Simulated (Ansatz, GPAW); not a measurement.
**STM contrast on a 7-layer slab of Re(0001)**

Wanted: filled- and empty-state images of a 7-layer slab of Re(0001), with its work function.

Main program and level: GPAW 26.7.0 and Ansatz 0.2.0; GPAW, PAW setups; slab in vacuum, in the first sound run; inputs show where later runs differ.

### 1. The structure

The cell holds 7 atoms: 7 Re. Cell: a = 2.760 Å, b = 2.760 Å, c = 29.372 Å, α = 90.0°, β = 90.0°, γ = 60.0°. Vacuum lies along c.

### 2. Relaxing the atoms

Forces are removed first; all later runs use this geometry. The lowest 3 atoms are held at bulk positions and keep their forces.

run.py

```python
import json
import numpy as np
from ase import Atoms
from ase.constraints import FixAtoms
from ase.optimize import BFGS
from gpaw import GPAW, PW

slab = Atoms(
    ['Re', 'Re', 'Re', 'Re', 'Re', 'Re', 'Re'],
    positions=[
        [0.00000, 0.00000, 8.00000],
        [2.76000, 1.59349, 10.22870],
        [0.00000, 0.00000, 12.45740],
        [2.76000, 1.59349, 14.68610],
        [0.00000, 0.00000, 16.91480],
        [2.76000, 1.59349, 19.14350],
        [0.00000, 0.00000, 21.37220]],
    cell=[[2.76, 0.0, 0.0], [1.38, 2.39023, 0.0], [0.0, 0.0, 29.3722]],
    pbc=[True, True, False])

slab.calc = GPAW(mode=PW(400), xc='PBE', kpts={'size': (13, 13, 1), 'gamma': True},
                 occupations={'name': 'fermi-dirac', 'width': 0.1}, nbands='160%',
                 convergence={'density': 0.0001}, maxiter=200,
                 poissonsolver={'dipolelayer': 'xy'},
                 symmetry={'tolerance': 1e-3, 'extra_ids': [1, 1, 1, 0, 0, 0, 0]}, txt='slab.txt')
result = {}
slab.set_constraint(FixAtoms([0, 1, 2]))
path = []
opt = BFGS(slab, maxstep=0.2)
opt.attach(lambda: path.append((slab.get_potential_energy(), slab.positions.tolist(), slab.get_forces().tolist())))
result['relaxed'] = bool(opt.run(fmax=0.05, steps=30))
result['path'] = path
energy = slab.get_potential_energy()
fermi = slab.calc.get_fermi_level()
v = slab.calc.get_electrostatic_potential().mean((0, 1)) - fermi
n = slab.calc.get_pseudo_density().mean((0, 1))
L = slab.cell[2, 2]
z = np.arange(len(v)) * L / len(v)
low, high = slab.positions[:, 2].min(), slab.positions[:, 2].max()
below, above = np.interp([low - 5.8, high + 5.8], z, v)
slopes = [np.interp(x, z, np.gradient(v, z)) for x in (low - 5.8, high + 5.8)]
eps = np.array([[slab.calc.get_eigenvalues(k, s) for k in range(len(slab.calc.get_ibz_k_points()))]
                for s in range(slab.calc.get_number_of_spins())]) - fermi
top, bottom = eps[eps < 0].max(), eps[eps > 0].min()
dipole = slab.get_dipole_moment()[2]
print(f'energy {energy:.4f} eV, Fermi level {fermi:.4f} eV, dipole {dipole:.5f} e A')
print(f'potential 5.8 A off the faces, from the Fermi level: lower {below:.4f} eV, upper {above:.4f} eV')
print(f'slope of the potential there: lower {slopes[0]:.5f}, upper {slopes[1]:.5f} eV/A')
print(f'nearest levels on the mesh: {top:.4f} and {bottom:.4f} eV')
print('magnetic moment', round(slab.get_magnetic_moment(), 3))
result.update(energy=energy, fermi=fermi, dipole=dipole, below=below, above=above, slopes=slopes, edges=[top, bottom],
              z=z.tolist(), v=v.tolist(), n=n.tolist(), positions=slab.positions.tolist(),
              forces=slab.get_forces(apply_constraint=False).tolist(), moments=slab.get_magnetic_moments().tolist())
json.dump(result, open('result.json', 'w'))
```

On the command line:

```sh
$ OMP_NUM_THREADS=1 OPENBLAS_NUM_THREADS=1 python run.py
```

The program printed:

```text
Step          Energy          fmax
BFGS:    0      -79.132398        1.232339
BFGS:    1      -79.160918        0.931369
BFGS:    2      -79.191998        0.240019
BFGS:    3      -79.194437        0.140452
BFGS:    4      -79.194813        0.119522
BFGS:    5      -79.196186        0.085266
BFGS:    6      -79.196394        0.068613
BFGS:    7      -79.197338        0.098547
BFGS:    8      -79.197777        0.094830
BFGS:    9      -79.198163        0.103719
BFGS:   10      -79.198373        0.080700
BFGS:   11      -79.198596        0.019702
energy -79.0994 eV, Fermi level 5.3957 eV, dipole 0.00253 e A
potential 5.8 A off the faces, from the Fermi level: lower 5.0145 eV, upper 4.9257 eV
slope of the potential there: lower -0.00008, upper 0.00008 eV/A
nearest levels on the mesh: -0.0118 and 0.0057 eV
magnetic moment 0.0
```

Elapsed: 39 min, on 1 thread of Arm Neoverse V1, shared host; peak memory 0.28 GiB.

Relaxation path:

```tsv
step	energy less that of the first step (eV)	largest force (eV/Å)
1	0.0000	1.2323
2	-0.0293	0.9314
3	-0.0630	0.2400
4	-0.0649	0.1405
5	-0.0653	0.1195
6	-0.0671	0.0853
7	-0.0673	0.0686
8	-0.0683	0.0985
9	-0.0689	0.0948
10	-0.0695	0.1037
11	-0.0698	0.0807
12	-0.0700	0.0197
```

The atoms that moved most (Å):

```tsv
atom	dx	dy	dz	length
Re6	0.000	0.000	0.100	0.100
Re4	0.000	0.000	0.032	0.032
Re5	0.000	0.000	0.021	0.021
Re7	0.000	0.000	-0.007	0.007
```

The relaxed structure:

```cif
data_structure
_symmetry_space_group_name_H-M 'P 1'
_symmetry_Int_Tables_number 1
_cell_length_a 2.7600
_cell_length_b 2.7600
_cell_length_c 29.3722
_cell_angle_alpha 90.000
_cell_angle_beta 90.000
_cell_angle_gamma 60.000
_cell_volume 193.77
loop_
_atom_site_label
_atom_site_type_symbol
_atom_site_fract_x
_atom_site_fract_y
_atom_site_fract_z
_atom_site_occupancy
Re1 Re 0.00000 0.00000 0.27237 1
Re2 Re 0.66667 0.66667 0.34824 1
Re3 Re 0.00000 0.00000 0.42412 1
Re4 Re 0.66667 0.66667 0.50108 1
Re5 Re 0.00000 0.00000 0.57658 1
Re6 Re 0.66667 0.66667 0.65516 1
Re7 Re 0.00000 0.00000 0.72741 1
```

Numbers from this step:

```yaml
dipole_along_the_normal: 0.002532 e·Å
levels_nearest_the_fermi_level_on_the_mesh: -0.01182, 0.005670 eV from the Fermi level
upper_work_function: 4.926 eV
lower_work_function: 5.015 eV
```

The electrostatic potential energy of an electron (without an applied field's), less the Fermi level, planar mean oscillates, so the rows of the table below give means over windows of 2.2 Å about each position, cut where the curve ends. Its maxima inside the range that stand out by 2 % of the span (Å: eV): 9.1: -2.19, 11.3: -2.29, 13.6: -1.97, 15.8: -2.27, 18.0: -1.60, 20.4: -3.31. Its minima: 8.0: -29.2, 10.3: -29.4, 12.5: -29.4, 14.7: -29.4, 16.9: -29.3, 19.2: -29.3, 21.4: -29.1.

Electrostatic potential energy of an electron (without an applied field's), less the Fermi level, planar mean against z; means over each step:

z (Å), electrostatic potential energy of an electron (without an applied field's), less the Fermi level, planar mean (eV) and a bar from the least value:
```
     1.10        5.0 ##############################
     3.30        5.0 ##############################
     5.50        4.6 #############################
     7.70      -13.6 ##
     9.90      -14.6 #
    12.10      -14.5 #
    14.30      -14.3 #
    16.50      -14.5 #
    18.70      -14.0 #
    20.90      -14.9 
    23.10        2.2 ##########################
    25.30        4.9 ##############################
    27.50        4.9 ##############################
```

The pseudo valence density, planar mean oscillates, so the rows of the table below give means over windows of 2.31 Å about each position, cut where the curve ends. Its maxima inside the range that stand out by 2 % of the span (Å: e/Å³): 8.0: 1.77, 10.3: 1.75, 12.4: 1.73, 14.7: 1.76, 17.0: 1.75, 19.3: 1.74, 21.4: 1.77. Its minima: 9.0: 0.394, 11.3: 0.379, 13.6: 0.367, 15.7: 0.394, 18.0: 0.343, 20.4: 0.444.

Table of pseudo valence density, planar mean by z; means over each step:

```tsv
z (Å)	pseudo valence density, planar mean (e/Å³)
3.46	9.9e-5
5.77	0.0320
8.08	0.843
10.39	0.867
12.70	0.864
15.01	0.871
17.32	0.855
19.63	0.898
21.94	0.735
24.25	0.00599
26.56	1.9e-5
```

The relaxation lowered the energy of the cell by 0.0700 eV (energies extrapolated to zero smearing; the optimiser's log prints free energies). The largest force left on a free atom is 0.020 eV/Å.

### 3. Plane waves, PBE

The work function is the vacuum plateau of the electrostatic potential less the Fermi level; a dipole layer lets the two faces have plateaus of their own.

Changes to run.py since step 2:

```diff
@@ -3,4 +3,3 @@
 from ase import Atoms
-from ase.constraints import FixAtoms
-from ase.optimize import BFGS
+from ase.dft.stm import STM
 from gpaw import GPAW, PW
@@ -13,6 +12,6 @@
         [0.00000, 0.00000, 12.45740],
-        [2.76000, 1.59349, 14.68610],
-        [0.00000, 0.00000, 16.91480],
-        [2.76000, 1.59349, 19.14350],
-        [0.00000, 0.00000, 21.37220]],
+        [2.76000, 1.59349, 14.71789],
+        [-0.00000, -0.00000, 16.93556],
+        [2.76000, 1.59349, 19.24343],
+        [-0.00000, 0.00000, 21.36563]],
     cell=[[2.76, 0.0, 0.0], [1.38, 2.39023, 0.0], [0.0, 0.0, 29.3722]],
@@ -22,12 +21,6 @@
                  occupations={'name': 'fermi-dirac', 'width': 0.1}, nbands='160%',
-                 convergence={'density': 0.0001}, maxiter=200,
+                 convergence={'density': 1e-05}, maxiter=200,
                  poissonsolver={'dipolelayer': 'xy'},
-                 symmetry={'tolerance': 1e-3, 'extra_ids': [1, 1, 1, 0, 0, 0, 0]}, txt='slab.txt')
+                 symmetry={'tolerance': 1e-3}, txt='slab.txt')
 result = {}
-slab.set_constraint(FixAtoms([0, 1, 2]))
-path = []
-opt = BFGS(slab, maxstep=0.2)
-opt.attach(lambda: path.append((slab.get_potential_energy(), slab.positions.tolist(), slab.get_forces().tolist())))
-result['relaxed'] = bool(opt.run(fmax=0.05, steps=30))
-result['path'] = path
 energy = slab.get_potential_energy()
@@ -53,2 +46,16 @@
               forces=slab.get_forces(apply_constraint=False).tolist(), moments=slab.get_magnetic_moments().tolist())
+
+# Images need the states of the whole zone, up to time reversal
+slab.calc = slab.calc.fixed_density(symmetry={'point_group': False}, txt='states.txt', nbands='250%',
+                                    convergence={'bands': 'CBM+1.8'})
+stm = STM(slab)
+result['stm'] = []
+for bias in [-2.0, -1.0, 1.5]:
+    height = high + 4.0
+    current = stm.get_averaged_current(bias, height)
+    x, y, h = stm.scan(bias, current)
+    i, f = divmod(height / L * stm.ldos.shape[2], 1)
+    I = abs((1 - f) * stm.ldos[:, :, int(i)] + f * stm.ldos[:, :, int(i) + 1])
+    print(f'bias {bias} V: mean current at 4.0 A {current:.4e}, corrugation {np.ptp(h):.4f} A')
+    result['stm'].append(dict(bias=bias, current=current, h=(h - high).tolist(), I=I.tolist()))
 json.dump(result, open('result.json', 'w'))
```

The program printed:

```text
energy -79.0994 eV, Fermi level 5.3956 eV, dipole 0.00320 e A
potential 5.8 A off the faces, from the Fermi level: lower 5.0146 eV, upper 4.9263 eV
slope of the potential there: lower -0.00018, upper 0.00020 eV/A
nearest levels on the mesh: -0.0118 and 0.0057 eV
magnetic moment 0.0
bias -2.0 V: mean current at 4.0 A 5.3789e-05, corrugation 0.0143 A
bias -1.0 V: mean current at 4.0 A 4.0051e-05, corrugation 0.0116 A
bias 1.5 V: mean current at 4.0 A 7.6132e-05, corrugation 0.0151 A
```

It took 20 min on 1 thread; peak memory 0.95 GiB.

This step gave:

```
dipole along the normal                    : 0.003205 e·Å
levels nearest the Fermi level on the mesh : -0.01179, 0.005659 eV from the Fermi level
corrugation -2                             : 0.01434 Å
corrugation -1                             : 0.01165 Å
corrugation 1.5                            : 0.01514 Å
```

The electrostatic potential energy of an electron (without an applied field's), less the Fermi level, planar mean oscillates, so the rows of the table below give means over windows of 2.2 Å about each position, cut where the curve ends. Its maxima inside the range that stand out by 2 % of the span (Å: eV): 9.1: -2.19, 11.3: -2.28, 13.6: -1.97, 15.8: -2.27, 18.0: -1.60, 20.4: -3.31. Its minima: 8.0: -29.2, 10.3: -29.4, 12.5: -29.4, 14.7: -29.4, 16.9: -29.3, 19.2: -29.3, 21.4: -29.1.

The electrostatic potential energy of an electron (without an applied field's), less the Fermi level, planar mean by z; means over each step:

z (Å), electrostatic potential energy of an electron (without an applied field's), less the Fermi level, planar mean (eV) and a bar from the least value:
```
     1.10        5.0 ##############################
     3.30        5.0 ##############################
     5.50        4.6 #############################
     7.70      -13.6 ##
     9.90      -14.6 #
    12.10      -14.5 #
    14.30      -14.3 #
    16.50      -14.5 #
    18.70      -14.0 #
    20.90      -14.9 
    23.10        2.2 ##########################
    25.30        4.9 ##############################
    27.50        4.9 ##############################
```

The pseudo valence density, planar mean oscillates, so the rows of the table below give means over windows of 2.31 Å about each position, cut where the curve ends. Its maxima inside the range that stand out by 2 % of the span (Å: e/Å³): 8.0: 1.77, 10.3: 1.75, 12.4: 1.73, 14.7: 1.76, 17.0: 1.75, 19.3: 1.74, 21.4: 1.77. Its minima: 9.0: 0.394, 11.3: 0.379, 13.6: 0.367, 15.7: 0.394, 18.0: 0.343, 20.4: 0.444.

Pseudo valence density, planar mean against z; means over each step:

```tsv
z (Å)	pseudo valence density, planar mean (e/Å³)
3.46	9.8e-5
5.77	0.0320
8.08	0.843
10.39	0.867
12.70	0.864
15.01	0.871
17.32	0.855
19.63	0.898
21.94	0.735
24.25	0.00599
26.56	1.9e-5
```

Tip height over the top atom over a1 and a2. Sample bias -2 V, constant current at the mean current 4.0 Å over the top atom.

Ten even steps from '0' (3.992 Å) to '9' (4.006 Å):
```
00135666666531
21235677777653
43345677887765
55555677999776
65555667899876
65555566789876
55566555677776
65667665667776
65567765566666
55567776555555
45556666555433
23555565555321
01355555555310
00245665665420
```
Columns: a1 from 0 to 0.929; rows upwards: a2 from 0 to 0.929.

Local density of states summed over the bias window over a1 and a2. Sample bias -2 V, constant height 4.0 Å over the top atom.

Ten even steps from '0' (5.25 × 1e-5 arbitrary) to '9' (5.47 × 1e-5 arbitrary):
```
00135666666531
21235667776653
43345677887765
55455667999766
65555667899876
66666666789876
65666656677776
65667665666766
66667766666666
55667776655555
45566666655433
23456666654321
01355655655310
00245666665420
```
Columns: a1 from 0 to 0.929; rows upwards: a2 from 0 to 0.929.

Tip height over the top atom over a1 and a2. Sample bias -1 V, constant current at the mean current 4.0 Å over the top atom.

Ten even steps from '0' (3.994 Å) to '9' (4.006 Å):
```
00134554455431
21234566666543
43344567887654
44444567999765
44444456899865
44444444689864
44444444467764
44445444456665
44445544445555
44445554444444
44444444444433
23444444444321
01344444444310
00244444444420
```
Columns: a1 from 0 to 0.929; rows upwards: a2 from 0 to 0.929.

Local density of states summed over the bias window over a1 and a2. Sample bias -1 V, constant height 4.0 Å over the top atom.

Ten even steps from '0' (3.94 × 1e-5 arbitrary) to '9' (4.07 × 1e-5 arbitrary):
```
00134555555431
11134566666543
33334567887654
54445567999765
55555556899865
44444445689865
43444434567765
43455543456665
54456654455555
55445654455444
34544554454333
13454444454311
01345433454310
00135544455310
```
Columns: a1 from 0 to 0.929; rows upwards: a2 from 0 to 0.929.

Tip height over the top atom over a1 and a2. Sample bias 1.5 V, constant current at the mean current 4.0 Å over the top atom.

Ten even steps from '_' (3.994 Å) to '@' (4.009 Å):
```
@@@@%%##++--::....::--++##%%
%%%%%%##++--::......::--++##
########++--::..____..::--++
++++**++++--::..______..::--
--==++++==--::..________..::
..::------::......______....
......::::..................
..................::::::::::
--::....____....::----------
++==--::..__..::--==++++++++
##++++--::....::--++++######
%%##**++--......--++**##%%%%
@@%%##++==::....::==++##%%@@
@@@@%%##++--......--++##%%@@
```
Columns: a1 from 0 to 0.929; rows upwards: a2 from 0 to 0.929.

Local density of states summed over the bias window over a1 and a2. Sample bias 1.5 V, constant height 4.0 Å over the top atom.

Ten even steps from '_' (7.49 × 1e-5 arbitrary) to '@' (7.81 × 1e-5 arbitrary):
```
@@@@%%##++--::....::--++##%%
%%%%%%##++==::......::==++##
**####**++==::..____..::==++
++******++--::..______..::--
--==++++==--::..________..::
..::------::......______....
....::::::::................
..................::::::::::
--::::..____..::::----====--
++==--::..__..::--==++++++++
****++--::....::--++****####
%%##**++--::..::--++**##%%%%
@@%%##**==::....::==**##%%@@
@@@@%%**++--......--++**%%@@
```
Columns: a1 from 0 to 0.929; rows upwards: a2 from 0 to 0.929.

Force by atom:

```tsv
atom	x (eV/Å)	y (eV/Å)	z (eV/Å)	size
Re1	0.00	0.00	0.80	0.80
Re2	0.00	0.00	-1.09	1.09
Re3	0.00	0.00	0.27	0.27
Re4	0.00	0.00	0.02	0.02
Re5	0.00	0.00	0.00	0.00
Re6	0.00	0.00	-0.01	0.01
Re7	0.00	0.00	0.02	0.02
```

The potential is flat to 2.0e-4 eV/Å where it is read, so the vacuum is wide enough.

(Part 1 of 2 ends here.)

[Logs are printed without paths, hosts, clocks, repeated set-up lines and the standing remarks that a program may print on its own settings, such as how far it seeks lower states.]

[Hosts, paths, dates, database ids (printed as entryN), source tags and the programs' standing remarks are cut or masked in the printed files.]
